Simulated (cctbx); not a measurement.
# Gd3AlHgS7 across an absorption edge

Space group P6_3 (no. 173), a = 9.8780 Å, b = 9.8780 Å, c = 6.4100 Å, α = 90.00°, β = 90.00°, γ = 120.00°.

| atom | mult. | x | y | z | Ueq (Å²) |
| --- | --- | --- | --- | --- | --- |
| Hg1 | 2 | 0 | 0 | 0.5235 | 0.0141 |
| Gd1 | 6 | 0.1393 | 0.3761 | 0.7104 | 0.0109 |
| S1 | 2 | 1/3 | 2/3 | 0.5036 | 0.0372 |
| S2 | 6 | 0.4268 | 0.5217 | 0.9902 | 0.0218 |
| S3 | 6 | 0.1146 | 0.2603 | 0.3023 | 0.0479 |
| Al1 | 2 | 1/3 | 2/3 | 0.1426 | 0.0482 |

This is a model crystal, built by substitution and not relaxed, with assumed displacement parameters.

Calculated with cctbx: free-atom f′ and f″ from the Sasaki tables, no fine structure; amplitudes in electrons.

How do |F(hkl)| and |F(−h−k−l)| change across the Hg L3 edge?

```text
E (eV)    f'(Hg)   f''           |F|0 1 2        |F|2 1 1        |F|0 3 0        |F|1 1 1
  11684   -9.02   4.24       57.8/  59.1     62.2/  65.0     55.7/  55.7    120.9/ 125.1
  12034  -10.73   4.04       54.5/  55.9     62.2/  64.8     52.3/  52.3    121.2/ 125.3
  12164  -12.15   3.97       51.8/  53.2     62.2/  64.8     49.5/  49.5    121.3/ 125.3
  12224  -13.50   3.94       49.2/  50.6     62.2/  64.8     46.9/  46.9    121.4/ 125.3
  12254  -14.84   3.92       46.6/  48.1     62.2/  64.8     44.3/  44.3    121.4/ 125.3
  12269  -16.17   3.91       44.1/  45.6     62.2/  64.8     41.7/  41.7    121.4/ 125.3
  12276  -17.35   3.91       41.8/  43.4     62.2/  64.8     39.4/  39.4    121.4/ 125.3
  12280  -18.59   3.91       39.4/  41.1     62.2/  64.8     37.0/  37.0    121.4/ 125.3
  12288  -19.28  10.18       40.4/  44.7     62.2/  64.8     38.1/  38.1    121.4/ 125.3
  12292  -17.69  10.17       43.3/  47.4     62.2/  64.8     41.0/  41.0    121.4/ 125.3
  12299  -16.34  10.16       45.8/  49.7     62.2/  64.8     43.4/  43.4    121.4/ 125.3
  12314  -14.89  10.14       48.4/  52.1     62.2/  64.8     46.1/  46.1    121.4/ 125.3
  12344  -13.46  10.10       51.1/  54.6     62.2/  64.7     48.8/  48.8    121.5/ 125.3
  12434  -11.59   9.97       54.5/  57.8     62.2/  64.7     52.2/  52.2    121.5/ 125.3
  12684   -9.67   9.63       58.0/  61.0     62.2/  64.6     55.7/  55.7    121.7/ 125.4
```

The edge is at 12284 eV. f′ of Hg falls from -12.2 e at 12164 eV to -18.6 e at 4 eV below it, and f″ steps from 3.91 to 10.17 e across it. Over that approach |F| changes by -24 % (0 1 2), +0 % (2 1 1), -25 % (0 3 0) and +0 % (1 1 1): a reflection falls where Hg scatters in phase with the total and rises where it scatters against it; it hardly moves where the Hg term is small or cancels by symmetry or lies in quadrature to the total. The f″ term interferes with the normal scattering with opposite sign for the two Friedel mates. The largest Friedel difference in the scan is 10.1 % of the mean (0 1 2, at 12288 eV).

[Logs are printed without paths, hosts, clocks, repeated set-up lines and the standing remarks that a program may print on its own settings, such as how far it seeks lower states.]
